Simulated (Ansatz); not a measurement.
**Sc2CS2 MXene monolayer in a perpendicular field**

Wanted: the out-of-plane response of the Sc2CS2 MXene monolayer. A positive field points along +c.

Main program and level: Ansatz 0.2.0; plane-wave DFT, PBE-D3(BJ), Ansatz PAW (set soft_1); PAW set soft_1.

Most raw output is cut from this account.

**1. Set-up**

The cell holds 5 atoms: 2 S, 2 Sc and 1 C. Cell: a = 3.226 Å, b = 3.226 Å, c = 43.216 Å, α = 90.0°, β = 90.0°, γ = 120.0°. Vacuum lies along c.

**2. Relaxation**

The starting cell is a guess, so the in-plane lattice and the atoms are relaxed first, with the slab cut off from its images along the normal.

input.yaml

```yaml
crystal:
  lattice:
    - [3.22608, 0.0, 0.0]
    - [-1.61304, 2.7938672346, 0.0]
    - [0.0, 0.0, 43.2163980777]
  atoms:
    - { symbol: S, position: [0.3333333333, 0.6666666667, 0.4292352168] }
    - { symbol: Sc, position: [0.6666666667, 0.3333333333, 0.470545319] }
    - { symbol: C, position: [0.0, 0.0, 0.5] }
    - { symbol: Sc, position: [0.3333333333, 0.6666666667, 0.529454681] }
    - { symbol: S, position: [0.6666666667, 0.3333333333, 0.5707647832] }
  periodic: [true, true, false]
kpoints:
  mp_grid: { grid: [12, 12, 1] }
hamiltonian:
  xc: pbe
  dispersion: d3bj
  pseudopotentials: { kind: paw, azcp: { folder: soft_1 } }
scf:
  occupations: { method: fermi_dirac, width: 0.05 }
  convergence: { dr2_threshold: 1.0e-09 }
relax:
  f_tol: 0.004
  max_steps: 90
  cell: {}
output:
  write_potential: true
  write_density: true
  volumetric_format: npy
```

The run is started by

```sh
> ansatz run input.yaml --threads 2 --pin off --max-ram 3072MiB --backend cpu --events-out ev --progress --plain --runs-dir out
```

It took 77 s on 2 threads of Intel Xeon Platinum 8559C (Emerald Rapids), shared host; peak memory 0.74 GiB.

Relaxation path:

```csv
step,energy less that of the first step (eV),largest force component (eV/Å),volume (Å³)
1,0.0000,0.6544,389.52
2,-0.0579,0.2716,396.37
3,-0.0880,0.2271,405.96
4,-0.0999,0.2351,410.34
5,-0.1437,0.0788,425.16
6,-0.1286,0.6897,455.64
7,-0.1634,0.0939,436.75
8,-0.1732,0.0552,446.82
9,-0.1739,0.0151,448.15
10,-0.1740,0.0034,448.31
11*,-0.1813,0.0029,448.31
12,-0.1814,0.0081,449.67
13,-0.1814,0.0010,449.73
14*,-0.1815,0.0010,449.73
```

Relaxation steps marked * repeat the geometry before them on a plane-wave basis chosen anew for their cell, so energy and pressure can jump there. Relaxation step 6 was tried and not accepted.

Forces are held to the 12 operations that the run works with; a distortion that breaks them can't arise in this run.

```csv
cell as run,before,after,change
a (Å),3.226,3.466,+7.5 %
b (Å),3.226,3.466,+7.5 %
```

The atoms that moved most (Å, along periodic axes as changes of fractional coordinates times the final cell, across vacuum about the mean position):

```csv
atom,dx,dy,dz,length
S1,0.000,0.000,0.259,0.259
S5,0.000,0.000,-0.259,0.259
Sc4,0.000,0.000,0.061,0.061
Sc2,0.000,0.000,-0.061,0.061
```

The relaxed structure:

```xyz
5
Lattice="3.4665 0.0000 0.0000 -1.7332 3.0020 0.0000 0.0000 0.0000 43.2164" Properties=species:S:1:pos:R:3
S     0.0000    2.0014   18.8090
Sc    1.7332    1.0007   20.2747
C     0.0000    0.0000   21.6082
Sc    0.0000    2.0014   22.9417
S     1.7332    1.0007   24.4074
```

This step gave:

```
energy at zero smearing : -6331.7737 eV
```

The lattice constant a goes from 3.226 to 3.466 Å.

**3. Single point, field 0**

A sawtooth potential applies the field, turning back in the middle of the vacuum. With the dipole correction the typed value is the field outside the slab. The induced dipole is small, so the SCF threshold is tight.

The cell differs from the one that the last finished run ended in (c 43.216 → 23.598 Å).

input.yaml

```yaml
crystal:
  lattice:
    - [3.4664639404, 0.0, 0.0]
    - [-1.7332319702, 3.0020458337, 0.0]
    - [0.0, 0.0, 23.5984306401]
  atoms:
    - { symbol: S, position: [0.3333333333, 0.6666666667, 0.3813812934] }
    - { symbol: Sc, position: [0.6666666667, 0.3333333333, 0.443490698] }
    - { symbol: C, position: [0.0, 0.0, 0.5] }
    - { symbol: Sc, position: [0.3333333333, 0.6666666667, 0.556509302] }
    - { symbol: S, position: [0.6666666667, 0.3333333333, 0.6186187066] }
kpoints:
  mp_grid: { grid: [18, 18, 1] }
  band_path:
    path: [[0, 0, 0], [0.5, 0, 0], [0.33333333, 0.33333333, 0], [0, 0, 0]]
    npoints: 16
hamiltonian:
  xc: pbe
  dispersion: d3bj
  pseudopotentials: { kind: paw, azcp: { folder: soft_1 } }
scf:
  occupations: { method: fermi_dirac, width: 0.02585 }
  convergence: { dr2_threshold: 1.0e-10 }
efield:
  axis: 3
  dipole_correction: true
  ramp_position: 0.97
  ramp_width: 0.06
  amplitude: 0
output:
  dos: { projected: true, e_range: [-6, 5] }
  write_potential: true
  write_density: true
  volumetric_format: npy
  elf: true
```

It took 14 s on 2 threads; peak memory 0.59 GiB.

This step gave:

```
energy at zero smearing   : -6331.7739 eV
work function, upper face : 6.833 eV
dipole along the normal   : 3.03e-7 e·Å
```

Running mean over a fixed 2.5 Å (it still follows the layers) of the planar mean; the ramp of the sawtooth is left out. Electron's electrostatic potential energy less the Fermi level against z:

```csv
z (Å),electron's electrostatic potential energy less the Fermi level (eV)
3.0,6.83
3.5,6.83
4.0,6.83
4.5,6.83
5.0,6.83
5.5,6.83
6.0,6.81
6.5,6.73
7.0,6.31
7.5,4.73
8.0,2.32
8.5,0.00220
9.0,-2.50
9.5,-5.21
10.0,-6.02
10.5,-5.73
11.0,-5.58
11.5,-5.22
12.0,-5.16
12.5,-5.53
13.0,-5.70
13.5,-5.96
14.0,-5.59
14.5,-3.08
15.0,-0.434
15.5,1.83
16.0,4.28
16.5,6.13
17.0,6.69
17.5,6.80
18.0,6.83
18.5,6.83
19.0,6.83
19.5,6.83
20.0,6.83
20.5,6.83
```

The density of states has structure finer than the step of the table below, so its rows give means over 0.25 eV, whole bins alone (the curve runs from -6 to 1.99 eV). Peaks (eV: height): -2.690: 6.13, -2.200: 20.2, -1.290: 6.50, -1.040: 10.8, -0.900: 15.2, -0.680: 9.46, -0.460: 9.47.

The density of states by energy, zero at the Fermi level; means over each step:

energy (eV), density of states (states/eV a cell) and a bar:
```
    -3.75        0.0 
    -3.50        0.7 ##
    -3.25        1.2 ####
    -3.00        2.3 ########
    -2.75        5.0 #################
    -2.50        3.1 ###########
    -2.25        7.9 ############################
    -2.00        2.8 ##########
    -1.75        3.0 ##########
    -1.50        4.3 ###############
    -1.25        4.4 ###############
    -1.00        8.6 ##############################
    -0.75        7.1 #########################
    -0.50        7.3 #########################
    -0.25        4.6 ################
     0.00        3.7 #############
     0.25        2.3 ########
     0.50        1.5 #####
     0.75        1.6 ######
     1.00        0.5 ##
     1.25        0.2 #
     1.50        0.0 
     1.75        0.1
```

Projected DOS per atom over height of the atomic layer and energy from the Fermi level. Layers: S Sc C Sc S from below.

Values in states/eV, 22 rows by 5 columns, each cell a mean:
```
0.03 0.16 0.01 0.16 0.03
0.01 0.00 0.01 0.00 0.01
0.11 0.02 0.16 0.02 0.11
0.37 0.09 0.50 0.09 0.37
0.41 0.16 0.67 0.16 0.41
0.82 0.28 1.52 0.28 0.82
1.48 0.64 1.66 0.64 1.48
1.81 0.94 1.81 0.94 1.81
1.81 0.92 1.19 0.92 1.81
1.57 0.42 0.41 0.42 1.57
0.92 0.31 0.33 0.31 0.92
1.63 0.62 1.56 0.62 1.63
1.15 0.44 0.48 0.44 1.15
1.07 0.41 0.40 0.41 1.07
0.31 0.19 0.23 0.19 0.31
0.06 0.04 0.05 0.04 0.06
0.00 0.00 0.00 0.00 0.00
0.00 0.00 0.00 0.00 0.00
0.00 0.00 0.00 0.00 0.00
0.00 0.00 0.00 0.00 0.00
0.00 0.00 0.00 0.00 0.00
0.00 0.00 0.00 0.00 0.00
```
Columns: height of the atomic layer (Å) from 9 to 14.6; rows upwards: energy from the Fermi level (eV) from -5.96 to 1.96.

Electronic bands along the path, in eV, zero at the Fermi level:

```csv
point,band 16,band 17,band 18,band 19,band 20,band 21,band 22,band 23
Γ,-0.19,-0.19,0.64,1.33,1.33,3.09,3.09,3.43
halfway,-0.91,-0.51,-0.42,0.38,0.43,2.39,3.96,4.07
M,-1.03,-0.99,-0.64,-0.14,0.16,1.82,3.83,4.78
halfway,-1.31,-1.18,-0.74,-0.74,-0.32,2.73,4.28,4.54
K,-1.45,-1.45,-0.79,-0.79,-0.59,3.99,3.99,4.03
halfway,-0.93,-0.70,-0.40,-0.30,0.24,3.18,3.20,4.41
Γ,-0.19,-0.19,0.64,1.33,1.33,3.09,3.09,3.43
```

ELF in the ca plane at fractional y = 0.333, with atoms of Sc and S within 0.2 Å of it. It is the smooth field of the valence electrons, not physical close to the nuclei.

Values, 5 rows by 16 columns, each cell a mean:
```
0.00 0.00 0.00 0.00 0.05 0.30 0.28 0.47 0.26 0.21 0.42 0.76 0.81 0.33 0.02 0.00
0.00 0.00 0.00 0.00 0.01 0.06 0.22 0.38 0.31 0.14 0.62 0.26 0.81 0.49 0.04 0.00
0.00 0.00 0.00 0.00 0.04 0.28 0.27 0.49 0.26 0.21 0.44 0.74 0.82 0.35 0.02 0.00
0.00 0.00 0.00 0.01 0.22 0.69 0.68 0.18 0.54 0.34 0.11 0.41 0.31 0.05 0.00 0.00
0.00 0.00 0.00 0.01 0.23 0.71 0.70 0.19 0.56 0.34 0.10 0.37 0.27 0.04 0.00 0.00
```
Columns run along c (16.0 Å, from fractional 0.13 to 0.81 of the cell), rows up along a (3.5 Å). Atoms in or near the plane, at fractional coordinates: Sc at (0.44, 0.67), S at (0.62, 0.67).

Valence density in the ca plane at fractional y = 0.333, with atoms of Sc and S within 0.2 Å of it. It is the smooth field of the valence electrons, not physical close to the nuclei.

Values in e/Å³, 5 rows by 16 columns, each cell a mean:
```
0.0 0.0 0.0 0.0 0.0 0.1 0.3 1.9 0.4 0.1 0.3 0.8 0.4 0.0 0.0 0.0
0.0 0.0 0.0 0.0 0.0 0.0 0.6 6.7 1.1 0.1 0.4 0.7 0.7 0.0 0.0 0.0
0.0 0.0 0.0 0.0 0.0 0.1 0.3 2.2 0.4 0.1 0.3 0.9 0.4 0.0 0.0 0.0
0.0 0.0 0.0 0.0 0.0 0.2 0.3 0.2 0.3 0.3 0.2 0.2 0.1 0.0 0.0 0.0
0.0 0.0 0.0 0.0 0.0 0.2 0.4 0.2 0.3 0.3 0.2 0.2 0.1 0.0 0.0 0.0
```
Columns run along c (16.0 Å, from fractional 0.13 to 0.81 of the cell), rows up along a (3.5 Å). Atoms in or near the plane, at fractional coordinates: Sc at (0.44, 0.67), S at (0.62, 0.67).

Electrostatic potential energy in the ca plane at fractional y = 0.333, with atoms of Sc and S within 0.2 Å of it. With pseudopotentials it is smooth inside the atoms' cores, unlike the true potential.

Ten even steps from '0' (-41 eV) to '9' (5 eV), each cell a mean:
```
99999999999999999876557889888876679999999999
99999999999999999862003789998840027999999999
99999999999999999740001689999711205999999999
99999999999999999850002689999720006999999999
99999999999999999874225789988863258999999999
99999999999999998887778898888888889999999999
99999999999999988888889988877789999999999999
99999999999999988889999988776789999999999999
99999999999999998888888888877888999999999999
```
Columns run along c (16.0 Å, from fractional 0.13 to 0.81 of the cell; values clipped at the 3rd and 97th percentile), rows up along a (3.5 Å). Atoms in or near the plane, at fractional coordinates: Sc at (0.44, 0.67), S at (0.62, 0.67).

The work function of the upper face is 6.83 eV.

**4. Single point, field 0.1 V/Å**

Changes to input.yaml since step 3:

```diff
@@ -26,7 +26,6 @@
   dipole_correction: true
-  ramp_position: 0.97
-  ramp_width: 0.06
-  amplitude: 0
+  ramp_position: 0.9364
+  ramp_width: 0.1271
+  amplitude: 0.1
 output:
-  dos: { projected: true, e_range: [-6, 5] }
   write_potential: true
@@ -34,2 +33 @@
   volumetric_format: npy
-  elf: true
```

The job ended after 13 s (2 threads; peak memory 0.57 GiB; 25 s of CPU time).

The dipole is 0.0435 e·Å.

**5. Atoms held, field -0.1 V/Å**

Changes to input.yaml since step 4:

```diff
@@ -28,3 +28,3 @@
   ramp_width: 0.1271
-  amplitude: 0.1
+  amplitude: -0.1
 output:
```

Elapsed: 12 s, on 2 threads; peak memory 0.57 GiB; 24 s of CPU time.

The dipole is -0.0435 e·Å.

**6. Response, atoms held**

This step: plane-wave DFT, PBE-D3(BJ), Ansatz PAW (set soft_1); response to a field along the normal, atoms held; PAW set soft_1 (Ansatz 0.2.0).

The dipoles give the slope, and the difference of two potentials shows where the field is screened.

Numbers from this step:

* equivalent conductor thickness p/(ε₀AE): 7.563 Å
* distance between the outer atoms: 5.598 Å

Table of dipole of the cell by applied field:

```csv
applied field (V/Å),dipole of the cell (e·Å)
-0.1000,-0.0435
0.0000,3.0e-7
0.1000,0.0435
```

Local field over the applied field, running mean. From the potentials at -0.1 and 0.1 V/Å; running mean over 2.5 Å. Table of local field over applied field by z:

```csv
z (Å),local field over applied field
4.5,0.999
5.0,0.998
5.5,0.993
6.0,0.979
6.5,0.938
7.0,0.843
7.5,0.689
8.0,0.508
8.5,0.322
9.0,0.155
9.5,0.0516
10.0,0.0153
10.5,0.00539
11.0,0.0102
11.5,0.0255
12.0,0.0275
12.5,0.0130
13.0,0.00481
13.5,0.0125
14.0,0.0397
14.5,0.129
15.0,0.286
15.5,0.472
16.0,0.654
16.5,0.817
17.0,0.924
17.5,0.973
18.0,0.992
18.5,0.998
19.0,0.999
```

Electrons, planar mean, per unit field. The induced electron density by z:

```csv
z (Å),induced electron density (e/Å³ per V/Å)
4.13,6.7e-7
4.57,2.2e-6
5.01,7.1e-6
5.31,1.5e-5
5.75,4.8e-5
6.19,1.4e-4
6.64,3.9e-4
7.08,9.8e-4
7.37,0.00172
7.82,0.00328
8.26,0.00377
8.70,0.00155
9.14,8.1e-4
9.59,7.7e-4
9.88,7.8e-5
10.32,-6.8e-4
10.77,-3.7e-4
11.21,2.1e-4
11.65,2.3e-4
11.95,-2.3e-4
12.39,-2.1e-4
12.83,3.7e-4
13.27,6.8e-4
13.72,-7.8e-5
14.01,-7.7e-4
14.45,-8.1e-4
14.90,-0.00155
15.34,-0.00377
15.78,-0.00328
16.22,-0.00172
16.52,-9.8e-4
16.96,-3.9e-4
17.40,-1.4e-4
17.85,-4.8e-5
18.29,-1.5e-5
18.58,-7.1e-6
19.03,-2.2e-6
19.47,-6.7e-7
```

By hand: between -0.1 and 0.1 V/Å the dipole changes by 0.08699 e·Å, a slope of 0.4350 e·Å²/V. A perfect conductor of thickness t has p = ε₀AEt, so t = 180.95 × 0.4350 / 10.406 = 7.56 Å (e/ε₀ = 180.95 V·Å, A in Å²).

The induced dipole is that of a conductor 7.56 Å thick.

**7. Results**

```
gap without field                          : none
work function, upper face                  : 6.83 eV
equivalent conductor thickness, atoms held : 7.56 Å
```

In words: The induced dipole equals that of a perfect conductor 7.56 Å thick, while the outer atoms lie 5.60 Å apart. There is no gap over 0.03 eV, with or without the field. The main runs have no spin polarisation; a magnetic state could lie lower and would change these results. The MXene's terminations sit over the metal atoms of its far layer; the site over carbon or nitrogen, which some compounds prefer, was not run.

[Logs are printed without paths, hosts, clocks, repeated set-up lines and the standing remarks that a program may print on its own settings, such as how far it seeks lower states.]

[Hosts, paths, dates, database ids (printed as entryN), source tags and the programs' standing remarks are cut or masked in the printed files.]

[Maps of the electrostatic potential energy from Ansatz leave out the sawtooth potential of an applied field or a dipole correction, so their vacuum need not be flat; planar profiles and work functions include it.]

[The density of states shown here was stored with 400 of the rows of the run's finer table, so its peaks can read low, often by over a quarter, or be missed, and its means over a window can be off by a tenth or more.]
